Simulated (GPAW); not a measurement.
# A Ge chain with a Se atom bridging one bond: transmission at several levels, part 2 of 2

How well does a Ge chain with a Se atom bridging one bond conduct at low bias, and how far do basis and functional move the answer?

GPAW 26.7.0; GPAW LCAO, PAW setups; Landauer transmission from Green's functions with principal layers (ASE), zero bias.

So far, transmission at the Fermi level (one spin): step 2 (GPAW, dzp, PBE, GPAW) 1.10; step 3 (basis szp(dzp), PBE, GPAW) 1.14; step 4 (basis sz(dzp), PBE, GPAW) 1.14; step 5 (RPBE) 1.09.

## 8. Basis sz(dzp), density threshold 0.01

A smaller basis is cheaper in every inversion. The Hamiltonian is taken from the last density. The density threshold is one of the tests that end the cycle; the energy must settle too, so a loose value may not be the test that decides.

This step: GPAW LCAO, PAW setups; Landauer transmission from Green's functions with principal layers (ASE), zero bias (GPAW 26.7.0).

The input, run.py:

```python
import json
import numpy as np
from ase import Atoms
from ase.transport.calculators import TransportCalculator
from gpaw import GPAW, FermiDirac
from gpaw.lcao.tools import get_lcao_hamiltonian
from scipy.linalg import eigh

# The junction with lead layers at both ends, along the third cell vector
device = Atoms(
    ['Ge', 'Ge', 'Ge', 'Ge', 'Ge', 'Se', 'Ge', 'Ge', 'Ge', 'Ge', 'Ge'],
    positions=[
        [4.50000, 4.50000, 1.17500],
        [4.50000, 4.50000, 3.52500],
        [4.50000, 4.50000, 5.87500],
        [4.50000, 4.50000, 8.22500],
        [4.50000, 4.50000, 10.57500],
        [6.38583, 4.50000, 11.85000],
        [4.50000, 4.50000, 13.12500],
        [4.50000, 4.50000, 15.47500],
        [4.50000, 4.50000, 17.82500],
        [4.50000, 4.50000, 20.17500],
        [4.50000, 4.50000, 22.52500]],
    cell=[[9.0, 0.0, 0.0], [0.0, 9.0, 0.0], [0.0, 0.0, 23.7]],
    pbc=True)

# One principal layer of the lead: the first 3 atoms of the device
lead = Atoms(
    ['Ge', 'Ge', 'Ge'],
    positions=[
        [4.50000, 4.50000, 1.17500],
        [4.50000, 4.50000, 3.52500],
        [4.50000, 4.50000, 5.87500]],
    cell=[[9.0, 0.0, 0.0], [0.0, 9.0, 0.0], [0.0, 0.0, 7.05]],
    pbc=True)

settings = dict(mode='lcao', basis='sz(dzp)', xc='PBE', h=0.2,
                occupations=FermiDirac(0.1), maxiter=250,
                mixer=dict(beta=0.1, nmaxold=8, weight=100.0),
                convergence=dict(density=0.01))
energies = np.arange(-2, 2 + 1e-9, 0.05)
eta = 0.0001
n1, n2 = 1, 1
# k and -k transmit alike, so half of the mesh across the current serves
mesh = [(i, j) for i in range(n1) for j in range(n2) if (i, j) <= (-i % n1, -j % n2)]
weights = np.array([1 if (i, j) == (-i % n1, -j % n2) else 2 for i, j in mesh]) / (n1 * n2)

# [... helper functions left out ...]
fermi_lead = ground_state(lead, (1, 1, 16), 'lead.txt')
fermi_device = ground_state(device, (1, 1, 3), 'device.txt')
# [... loop over the mesh left out, but for ...]
        # Shift the lead onto the potential of the device's first layer
        shift = ((H[:, 0, 0] - H0[:, 0, 0]) / S0[0, 0]).real.mean()
# [...]
kT = 8.617333e-5 * 77
bias = [0.1, 0.2, 0.5, 1.0, 1.5, 2.0]
# [... integrals and printing left out ...]
```

Started as:

```
$ OMP_NUM_THREADS=1 OPENBLAS_NUM_THREADS=1 python run.py
```

The program printed:

```text
basis functions: device 44, principal layer 12
Fermi level: lead -4.1360 eV, device -3.9038 eV; lead shifted by 0.0317 eV
largest coupling past the next layer 9.36e-06 eV, largest misfit of the first layer 0.067 eV
  E-E_F (eV)   T (one spin)  [channel counts left out]
    -2.000    3.4253e-01
    -1.950    5.1793e-01
    -1.900    6.9368e-01
    -1.850    8.3316e-01
    -1.800    9.2293e-01
    -1.750    9.7112e-01
    -1.700    9.9241e-01
    -1.650    9.9887e-01
    -1.600    9.9812e-01
    -1.550    9.9441e-01
    -1.500    9.8991e-01
    -1.450    9.8565e-01
    -1.400    9.8207e-01
    -1.350    9.7928e-01
    -1.300    9.7730e-01
    -1.250    9.7604e-01
[...]
1.650    1.3772e+00
     1.700    1.3886e+00
     1.750    1.3991e+00
     1.800    1.4087e+00
     1.850    1.4175e+00
     1.900    1.4253e+00
     1.950    1.4324e+00
     2.000    1.4387e+00
conductance at 77 K: 1.1362 G0 a cell; thermopower 0.6055 uV/K
current from the zero-bias T(E) at 0.1 V: 8.8046 uA
current from the zero-bias T(E) at 0.2 V: 17.617 uA
current from the zero-bias T(E) at 0.5 V: 44.17 uA
current from the zero-bias T(E) at 1.0 V: 88.864 uA
current from the zero-bias T(E) at 1.5 V: 133.38 uA
current from the zero-bias T(E) at 2.0 V: 177.39 uA
```

It took 12 s on 1 thread of Arm Neoverse V2, shared host; peak memory 0.74 GiB.

The run finished with changed settings (basis = "sz(dzp)" and conv = 0.01); it serves as a test.

The two runs compared:

```tsv
quantity	this run	sound run	difference
conductance (G₀)	1.1362	1.0973	0.0389
largest coupling past the next principal layer (eV)	9.363e-6	9.771e-6	-4.1e-7
largest misfit of the first principal layer (eV)	0.067442	0.060559	0.00688
shift that aligns the lead (eV)	0.031743	0.042179	-0.0104
basis functions of the junction	44	143	-99
basis functions of a principal layer	12	39	-27
transmission at the Fermi level (one spin)	1.1361	1.0972	0.0389
```

## 9. SCF mesh 1×1×1, basis sz(dzp), smearing 0.01

The SCF mesh sets the Fermi level of the repeated cell. A smaller basis is cheaper in every inversion. Smearing helps the SCF of a metal converge, but it blurs occupations at band edges near the Fermi level.

run.py: that of step 8 with these lines changed.

```diff
@@ -37,5 +37,5 @@
 settings = dict(mode='lcao', basis='sz(dzp)', xc='PBE', h=0.2,
-                occupations=FermiDirac(0.1), maxiter=250,
+                occupations=FermiDirac(0.01), maxiter=250,
                 mixer=dict(beta=0.1, nmaxold=8, weight=100.0),
-                convergence=dict(density=0.01))
+                convergence=dict(density=0.0001))
 energies = np.arange(-2, 2 + 1e-9, 0.05)
@@ -49,3 +49,3 @@
 fermi_lead = ground_state(lead, (1, 1, 16), 'lead.txt')
-fermi_device = ground_state(device, (1, 1, 3), 'device.txt')
+fermi_device = ground_state(device, (1, 1, 1), 'device.txt')
 # [... loop over the mesh left out, but for ...]
```

The program printed:

```text
basis functions: device 44, principal layer 12
Fermi level: lead -4.1914 eV, device -3.9398 eV; lead shifted by 0.1995 eV
largest coupling past the next layer 9.37e-06 eV, largest misfit of the first layer 0.123 eV
  E-E_F (eV)   T (one spin)  [channel counts left out]
    -2.000    9.4344e-02
    -1.950    1.6347e-01
    -1.900    2.6801e-01
    -1.850    4.0711e-01
    -1.800    5.6464e-01
    -1.750    7.1369e-01
    -1.700    8.3200e-01
    -1.650    9.1246e-01
    -1.600    9.6040e-01
    -1.550    9.8547e-01
    -1.500    9.9635e-01
    -1.450    9.9920e-01
    -1.400    9.9788e-01
    -1.350    9.9465e-01
    -1.300    9.9076e-01
    -1.250    9.8687e-01
[...]
1.650    1.3634e+00
     1.700    1.3787e+00
     1.750    1.3933e+00
     1.800    1.4069e+00
     1.850    1.4195e+00
     1.900    1.4309e+00
     1.950    1.4411e+00
     2.000    1.4500e+00
conductance at 77 K: 1.1588 G0 a cell; thermopower 0.6701 uV/K
current from the zero-bias T(E) at 0.1 V: 8.9809 uA
current from the zero-bias T(E) at 0.2 V: 17.975 uA
current from the zero-bias T(E) at 0.5 V: 45.111 uA
current from the zero-bias T(E) at 1.0 V: 90.045 uA
current from the zero-bias T(E) at 1.5 V: 132.57 uA
current from the zero-bias T(E) at 2.0 V: 174.08 uA
```

The job ended after 17 s (1 thread; peak memory 0.74 GiB).

The run finished with changed settings (scf_mesh = [1, 1, 1], basis = "sz(dzp)" and width = 0.01); it serves as a test.

The two runs compared:

```tsv
quantity	this run	sound run	difference
conductance (G₀)	1.1588	1.0973	0.0615
largest coupling past the next principal layer (eV)	9.369e-6	9.771e-6	-4.0e-7
largest misfit of the first principal layer (eV)	0.12306	0.060559	0.0625
shift that aligns the lead (eV)	0.19949	0.042179	0.157
basis functions of the junction	44	143	-99
basis functions of a principal layer	12	39	-27
transmission at the Fermi level (one spin)	1.1587	1.0972	0.0615
```

One result that differs is the shift that aligns the lead, 0.199 eV against 0.0422 eV.

## 10. What came out

* conductance: 1.10 G₀
* transmission at the Fermi level, mean of the spins: 1.10
* thermopower: about 0 (under 1.5 μV/K)

What this shows: In the dzp basis the junction conducts 1.10 G₀ at 77 K, with T = 1.10 a spin at the Fermi level; the sz basis reaches that conductance within 10 %. At the Fermi level the three most open eigenchannels pass 0.98, 0.082 and 0.032. Measured against the first run (dzp), the nearest curve is that of dzp-RPBE (r.m.s. 0.0061) and the farthest that of sz (0.11). Over the compared runs wall time goes from 16 s (sz) to 23 s (dzp-RPBE), on a shared host. The geometry was built from estimated bond lengths and not relaxed, so the numbers describe this model structure. An evenly spaced straight chain is an idealisation: free chains tend to dimerise, zigzag or, where a band edge lies near the Fermi level, turn magnetic. The currents use the zero-bias T(E) throughout, which holds only while the bias is small against the distance to the nearest feature. The energy step is wider than the thermal energy, so the conductance and thermopower rest on interpolation of T(E).

[Logs are printed without paths, hosts, clocks, repeated set-up lines and the standing remarks that a program may print on its own settings, such as how far it seeks lower states.]

[Hosts, paths, dates, database ids (printed as entryN), source tags and the programs' standing remarks are cut or masked in the printed files.]
